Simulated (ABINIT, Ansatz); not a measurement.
# RbTaS3 (Pm-3m): zone-centre phonons, part 2 of 5

Which modes does RbTaS3 (Pm-3m) have at the zone centre?

ABINIT 10.8.3; DFT PBE, scalar-relativistic, plane waves, SPMS norm-conserving pseudopotentials.

So far. Step 2 (Relaxation): Little changed from the start: no atom moved by 0.005 Å and no cell edge by 0.1 %. Step 3 (Self-consistent run for the response): The cell stands at -5.9e-4 GPa, close enough for phonons. The relaxed cell has a = 4.887 Å (conventional setting).

The structure was built from a prototype and need not be the compound's stable phase.

## Step 4: Zone-centre response

At q = 0 one unit cell holds all displacements. The response is solved for single atoms along the cell's directions, and symmetry skips those that follow from others. The crystal is treated as a metal, which screens a static field, so no field response is asked.

Contents of dfpt_gamma.abi:

```

# common to the responses
getwfk_filepath "gso_WFK"
kptopt 2
nqpt 1
qpt 0.0 0.0 0.0
asr 0
chneut 0

# displacements
rfphon 1
rfatpol 1 5
rfdir 1 1 1
tolvrs 1.0d-10
prtwf 0

# basis, mesh and filling
ecut 30.0
ngkpt 6 6 6
nshiftk 1
shiftk 0.0 0.0 0.0
istwfk *1
occopt 7
tsmear 0.01
nband 29
nstep 100
diemac 1000000.0
prtebands 0
prtgsr 0
useylm 1

# cell and atoms
acell 9.235817329 9.235817329 9.235817329
rprim 
    1.0 0.0 0.0
    0.0 1.0 0.0
    0.0 0.0 1.0
ntypat 3
znucl 37 73 16
natom 5
typat 1 2 3 3 3
xred 
    0.0 0.0 0.0
    0.5 0.5 0.5
    0.5 0.5 0.0
    0.5 0.0 0.5
    0.0 0.5 0.5
pp_dirpath "./pseudo"
pseudos "Rb.psp8, Ta.psp8, S.psp8"
```

Launch:

```bash
$ OMP_NUM_THREADS=1 mpirun -n 4 abinit dfpt_gamma.abi > dfpt_gamma.log
```

Numbers of over 12 decimals in the logs are rounded to 6 here.

dfpt_gamma.abo, the main output file:

```text
[banners, grids, parts of the stress and lines that vanish by symmetry left out]
- input  file    -> dfpt_gamma.abi
- output file    -> dfpt_gamma.abo
- root for input  files -> dfpt_gammai
- root for output files -> dfpt_gammao

 Symmetries : space group Pm -3 m (#221); Bravais cP (primitive cubic)
================================================================================
 Values of the parameters that define the memory need of the present run (RF).
     intxc =       0      iscf =       7    lmnmax =      32     lnmax =       8
     mgfft =      48  mpssoang =       4    mqgrid =    3001     natom =       5
  nloc_mem =       1    nspden =       1   nspinor =       1    nsppol =       1
      nsym =      48    n1xccc =    2501    ntypat =       3    occopt =       7
   xclevel =       2
-    mband =          29        mffmem =           1         mkmem =          28
-   mkqmem =          28        mk1mem =          28           mpw =        6216
      nfft =      110592          nkpt =         112
- my_mband =          29
================================================================================
================================================================================

--------------------------------------------------------------------------------
------------- Echo of variables that govern the present computation ------------
--------------------------------------------------------------------------------
-
- outvars: echo of selected default values
-   iomode0 =  0 , fftalg0 =312 , wfoptalg0 =  0
-
- outvars: echo of global parameters not present in the input file
-  max_nthreads =    1
-
 -outvars: echo values of preprocessed input variables
 [... echo left out ...]
================================================================================

 chkinp: Checking input parameters for consistency.

[...]
== DATASET  1 ==================================================================
-   mpi_nproc: 4, omp_nthreads: 1 (-1 if OMP is not activated)

--- !DatasetInfo
iteration_state: {dtset: 1, }
dimensions: {natom: 5, nkpt: 112, mband: 29, nsppol: 1, nspinor: 1, nspden: 1, mpw: 6216, }
cutoff_energies: {ecut:  30.0, pawecutdg:  -1.0, }
electrons: {nelect:   4.00000000E+01, charge:   0.00000000E+00, occopt:   7.00000000E+00, tsmear:   1.00000000E-02, }
meta: {optdriver: 1, rfphon: 1, }
...

 mkfilename: getwfk from: gso_WFK

 Exchange-correlation functional for the present dataset will be:
  GGA: Perdew-Burke-Ernzerhof functional - ixc=11
 Citation for XC functional:
  J.P.Perdew, K.Burke, M.Ernzerhof, PRL 77, 3865 (1996)

 Real(R)+Recip(G) space primitive vectors, cartesian coordinates (Bohr,Bohr^-1):
 R(1)=  9.2358173  0.0000000  0.0000000  G(1)=  0.1082741  0.0000000  0.0000000
 R(2)=  0.0000000  9.2358173  0.0000000  G(2)=  0.0000000  0.1082741  0.0000000
 R(3)=  0.0000000  0.0000000  9.2358173  G(3)=  0.0000000  0.0000000  0.1082741
 Unit cell volume ucvol=  7.8781819E+02 bohr^3
 Angles (23,13,12)=  9.00000000E+01  9.00000000E+01  9.00000000E+01 degrees
 setup1 : take into account q-point for computing boxcut.

 getcut: wavevector=  0.0000  0.0000  0.0000  ngfft=  48  48  48
         ecut(hartree)=     30.000   => boxcut(ratio)=   2.10785

--- Pseudopotential description ------------------------------------------------
- pspini: atom type   1  psp file is ./pseudo/Rb.psp8

- pspini: atom type   2  psp file is ./pseudo/Ta.psp8

- pspini: atom type   3  psp file is ./pseudo/S.psp8

   3.44349028E+03                                ecore*ucvol(ha*bohr**3)
--------------------------------------------------------------------------------

 ==>  initialize data related to q vector <==

 The list of irreducible perturbations for this q vector is:
    1)    idir= 1    ipert=   1
    2)    idir= 1    ipert=   2
    3)    idir= 1    ipert=   3
    4)    idir= 3    ipert=   3

[...]
The perturbation idir=   2  ipert=   1 is
 symmetric of a previously calculated perturbation.
 So, its SCF calculation is not needed.

 The perturbation idir=   3  ipert=   1 is
 symmetric of a previously calculated perturbation.
 So, its SCF calculation is not needed.

 The perturbation idir=   2  ipert=   2 is
 symmetric of a previously calculated perturbation.
 So, its SCF calculation is not needed.

 The perturbation idir=   3  ipert=   2 is
 symmetric of a previously calculated perturbation.
 So, its SCF calculation is not needed.

[...]
The perturbation idir=   2  ipert=   5 is
 symmetric of a previously calculated perturbation.
 So, its SCF calculation is not needed.

 The perturbation idir=   3  ipert=   5 is
 symmetric of a previously calculated perturbation.
 So, its SCF calculation is not needed.

--------------------------------------------------------------------------------
 Perturbation wavevector (in red.coord.)   0.000000  0.000000  0.000000
 Perturbation : displacement of atom   1   along direction   1
 Found     8 symmetries that leave the perturbation invariant.

[...]
dfpt_looppert : total number of electrons, from k and k+q
  fully or partially occupied states are    4.000000E+01 and    4.000000E+01.
 Initialisation of the first-order wave-functions :
  ireadwf=   0

--- !BeginCycle
iteration_state: {dtset: 1, }
solver: {iscf: 7, nstep: 100, nline: 4, wfoptalg: 0, }
tolerances: {tolvrs: 1.00E-10, }
...

     iter   2DEtotal(Ha)        deltaE(Ha) residm    vres2
-ETOT  1   2.275433     -9.201E+02 2.489E+00 1.547E+03
 ETOT  2   1.669132     -6.063E-01 1.110E-01 2.789E+01
 ETOT  3   1.659149     -9.983E-03 2.259E-02 1.814E+01
 ETOT  4   1.656258     -2.891E-03 6.477E-03 1.298E-01
 ETOT  5   1.656220     -3.874E-05 1.615E-03 5.878E-03
[...]
At SCF step   12       vres2   =  6.57E-11 < tolvrs=  1.00E-10 =>converged.
[...]
Mean square residual over all n,k,spin=   47.455E-11; max=  34.006E-08

 Thirteen components of 2nd-order total energy (hartree) are
 1,2,3: 0th-order hamiltonian combined with 1st-order wavefunctions
     kin0=   7.81425513E+02 eigvalue=   8.52567303E+01  local=  -5.17906777E+02
 4,5,6: 1st-order hamiltonian combined with 1st and 0th-order wfs
 loc psp =  -1.66835559E+03  Hartree=   4.60077646E+02     xc=  -1.03419075E+02
 note that "loc psp" includes a xc core correction that could be resolved
 7,8,9: eventually, occupation + non-local contributions
    edocc=   6.66017043E+01     enl0=   1.48700759E+02   enl1=  -1.73117410E+02
 1-9 gives the relaxation energy (to be shifted if some occ is /=2.0)
   erelax=  -9.20736498E+02
 10,11,12 Non-relaxation  contributions : frozen-wavefunctions and Ewald
 fr.local=   6.99380287E+02 fr.nonlo=   8.84877000E+01  Ewald=   1.26536984E+02
 13,14 Frozen wf xc core corrections (1) and (2)
 frxc 1  =  -2.35226230E+02  frxc 2 =   2.43213976E+02
 Resulting in :
 2DEtotal=    0.1656218156E+01 Ha. Also 2DEtotal=    0.450679919533E+02 eV
    (2DErelax=   -9.2073649824E+02 Ha. 2DEnonrelax=    9.2239271639E+02 Ha)
    (  non-var. 2DEtotal :    1.6562171659E+00 Ha)

[...]
Perturbation wavevector (in red.coord.)   0.000000  0.000000  0.000000
 Perturbation : displacement of atom   2   along direction   1
 Found     8 symmetries that leave the perturbation invariant.

[...]
dfpt_looppert : total number of electrons, from k and k+q
  fully or partially occupied states are    4.000000E+01 and    4.000000E+01.
 Initialisation of the first-order wave-functions :
  ireadwf=   0

--- !BeginCycle
iteration_state: {dtset: 1, }
solver: {iscf: 7, nstep: 100, nline: 4, wfoptalg: 0, }
tolerances: {tolvrs: 1.00E-10, }
...

     iter   2DEtotal(Ha)        deltaE(Ha) residm    vres2
-ETOT  1   5.835656     -3.194E+03 8.980E+00 1.245E+04
[...]
At SCF step   13       vres2   =  3.75E-12 < tolvrs=  1.00E-10 =>converged.
[...]
Mean square residual over all n,k,spin=   52.221E-10; max=  29.409E-07

 Thirteen components of 2nd-order total energy (hartree) are
 1,2,3: 0th-order hamiltonian combined with 1st-order wavefunctions
     kin0=   1.73174312E+03 eigvalue=   3.82560591E+02  local=  -9.09789431E+02
 4,5,6: 1st-order hamiltonian combined with 1st and 0th-order wfs
 loc psp =  -4.42780847E+03  Hartree=   1.45680633E+03     xc=  -2.15624659E+02
 note that "loc psp" includes a xc core correction that could be resolved
 7,8,9: eventually, occupation + non-local contributions
    edocc=   6.20507921E+02     enl0=   1.32376343E+02   enl1=  -1.96935197E+03
 1-9 gives the relaxation energy (to be shifted if some occ is /=2.0)
   erelax=  -3.19858022E+03
 10,11,12 Non-relaxation  contributions : frozen-wavefunctions and Ewald
 fr.local=   1.91148002E+03 fr.nonlo=   9.97356867E+02  Ewald=   1.59191689E+02
 13,14 Frozen wf xc core corrections (1) and (2)
 frxc 1  =  -3.61242803E+02  frxc 2 =   4.93203903E+02
 Resulting in :
 2DEtotal=    0.1409457326E+01 Ha. Also 2DEtotal=    0.383532877055E+02 eV
    (2DErelax=   -3.1985802174E+03 Ha. 2DEnonrelax=    3.1999896747E+03 Ha)
    (  non-var. 2DEtotal :    1.4094568123E+00 Ha)

[...]
Perturbation wavevector (in red.coord.)   0.000000  0.000000  0.000000
 Perturbation : displacement of atom   3   along direction   1
 Found     4 symmetries that leave the perturbation invariant.

[...]
dfpt_looppert : total number of electrons, from k and k+q
  fully or partially occupied states are    4.000000E+01 and    4.000000E+01.
 Initialisation of the first-order wave-functions :
  ireadwf=   0

--- !BeginCycle
iteration_state: {dtset: 1, }
solver: {iscf: 7, nstep: 100, nline: 4, wfoptalg: 0, }
tolerances: {tolvrs: 1.00E-10, }
...

     iter   2DEtotal(Ha)        deltaE(Ha) residm    vres2
-ETOT  1   3.249048     -5.521E+02 5.046E+00 7.920E+02
[...]
At SCF step   12       vres2   =  4.03E-11 < tolvrs=  1.00E-10 =>converged.
[...]
Mean square residual over all n,k,spin=   61.517E-09; max=  69.185E-06

 Thirteen components of 2nd-order total energy (hartree) are
 1,2,3: 0th-order hamiltonian combined with 1st-order wavefunctions
     kin0=   4.96374637E+02 eigvalue=  -7.99387524E+00  local=  -3.85397742E+02
 4,5,6: 1st-order hamiltonian combined with 1st and 0th-order wfs
 loc psp =  -3.97057005E+02  Hartree=   1.69282530E+02     xc=  -5.07416672E+01
 note that "loc psp" includes a xc core correction that could be resolved
 7,8,9: eventually, occupation + non-local contributions
    edocc=   2.43440757E+01     enl0=   3.06744063E+02   enl1=  -7.08167041E+02
 1-9 gives the relaxation energy (to be shifted if some occ is /=2.0)
   erelax=  -5.52612024E+02
 10,11,12 Non-relaxation  contributions : frozen-wavefunctions and Ewald
 fr.local=   2.37719308E+02 fr.nonlo=   3.59896516E+02  Ewald=  -2.60590697E+01
 13,14 Frozen wf xc core corrections (1) and (2)
 frxc 1  =  -7.43167957E+01  frxc 2 =   5.80886530E+01
 Resulting in :
 2DEtotal=    0.2716587464E+01 Ha. Also 2DEtotal=    0.739221107408E+02 eV
    (2DErelax=   -5.5261202431E+02 Ha. 2DEnonrelax=    5.5532861177E+02 Ha)
    (  non-var. 2DEtotal :    2.7165885892E+00 Ha)

[...]
Perturbation wavevector (in red.coord.)   0.000000  0.000000  0.000000
 Perturbation : displacement of atom   3   along direction   3
 Found     8 symmetries that leave the perturbation invariant.

--------------------------------------------------------------------------------

--------------------------------------------------------------------------------

 dfpt_looppert : total number of electrons, from k and k+q
  fully or partially occupied states are    4.000000E+01 and    4.000000E+01.
 Initialisation of the first-order wave-functions :
  ireadwf=   0

--- !BeginCycle
iteration_state: {dtset: 1, }
solver: {iscf: 7, nstep: 100, nline: 4, wfoptalg: 0, }
tolerances: {tolvrs: 1.00E-10, }
...

     iter   2DEtotal(Ha)        deltaE(Ha) residm    vres2
-ETOT  1   13.941929323202     -5.736E+02 1.367E+00 2.247E+04
[...]
ETOT 12   7.229639      1.239E-11 2.979E-05 2.468E-10
 ETOT 13   7.229639     -1.285E-11 9.643E-06 5.877E-12

 At SCF step   13       vres2   =  5.88E-12 < tolvrs=  1.00E-10 =>converged.
[...]
Mean square residual over all n,k,spin=   17.087E-09; max=  96.429E-07

 Thirteen components of 2nd-order total energy (hartree) are
 1,2,3: 0th-order hamiltonian combined with 1st-order wavefunctions
     kin0=   4.99048747E+02 eigvalue=  -5.59562181E-01  local=  -3.75842520E+02
 4,5,6: 1st-order hamiltonian combined with 1st and 0th-order wfs
 loc psp =  -4.21426816E+02  Hartree=   2.00181261E+02     xc=  -5.23350879E+01
 note that "loc psp" includes a xc core correction that could be resolved
 7,8,9: eventually, occupation + non-local contributions
    edocc=   4.10378296E+01     enl0=   2.68814954E+02   enl1=  -7.39264426E+02
 1-9 gives the relaxation energy (to be shifted if some occ is /=2.0)
   erelax=  -5.80345621E+02
 10,11,12 Non-relaxation  contributions : frozen-wavefunctions and Ewald
 fr.local=  -1.07665839E+02 fr.nonlo=   3.82626465E+02  Ewald=   3.29683136E+02
 13,14 Frozen wf xc core corrections (1) and (2)
 frxc 1  =  -7.39219575E+01  frxc 2 =   5.68534556E+01
 Resulting in :
 2DEtotal=    0.7229639060E+01 Ha. Also 2DEtotal=    0.196728500893E+03 eV
    (2DErelax=   -5.8034562079E+02 Ha. 2DEnonrelax=    5.8757525985E+02 Ha)
    (  non-var. 2DEtotal :    7.2296392603E+00 Ha)

[...]
---- first-order wavefunction calculations are completed ----

 ==> Compute Derivative Database <==

 [... matrices left out ...]
  Phonon wavevector (reduced coordinates) :  0.00000  0.00000  0.00000
 Phonon energies in Hartree :
   6.990200E-06  6.990200E-06  6.990201E-06  2.674244E-04  2.674244E-04
   2.674244E-04  5.063531E-04  5.063531E-04  5.063531E-04  6.906050E-04
   6.906050E-04  6.906050E-04  1.381840E-03  1.381840E-03  1.381840E-03
 Phonon frequencies in cm-1    :
-  1.534172E+00  1.534172E+00  1.534172E+00  5.869286E+01  5.869286E+01
-  5.869286E+01  1.111317E+02  1.111317E+02  1.111317E+02  1.515703E+02
-  1.515703E+02  1.515703E+02  3.032787E+02  3.032787E+02  3.032787E+02

== END DATASET(S) ==============================================================
================================================================================

 -outvars: echo values of variables after computation
            acell      9.2358173290E+00  9.2358173290E+00  9.2358173290E+00 Bohr
           etotal      7.2296390604E+00
            fcart      0.0000000000E+00  0.0000000000E+00  0.0000000000E+00
           strten      0.0000000000E+00  0.0000000000E+00  0.0000000000E+00
================================================================================
```

The job ended after 13 min (4 MPI ranks of Intel Xeon at 2.70GHz, shared host).

Read from the output:

```yaml
largest_acoustic_frequency_at_the_zone_centre_before_the_sum_rule: 1.53 cm⁻¹
highest_optical_zone_centre_mode_no_lo_to_term: 303.3 cm⁻¹
lowest_optical_zone_centre_mode: 58.69 cm⁻¹
```

The acoustic modes at Γ come out as far as 1.5 cm⁻¹ from zero, where they should vanish, a small numerical error.

(Continued in part 3 of 5.)

[Host names and launcher messages were left out of these logs when they were recorded.]

[Logs are printed without paths, hosts, clocks, repeated set-up lines and the standing remarks that a program may print on its own settings, such as how far it seeks lower states.]

[Hosts, paths, dates, database ids (printed as entryN), source tags and the programs' standing remarks are cut or masked in the printed files.]
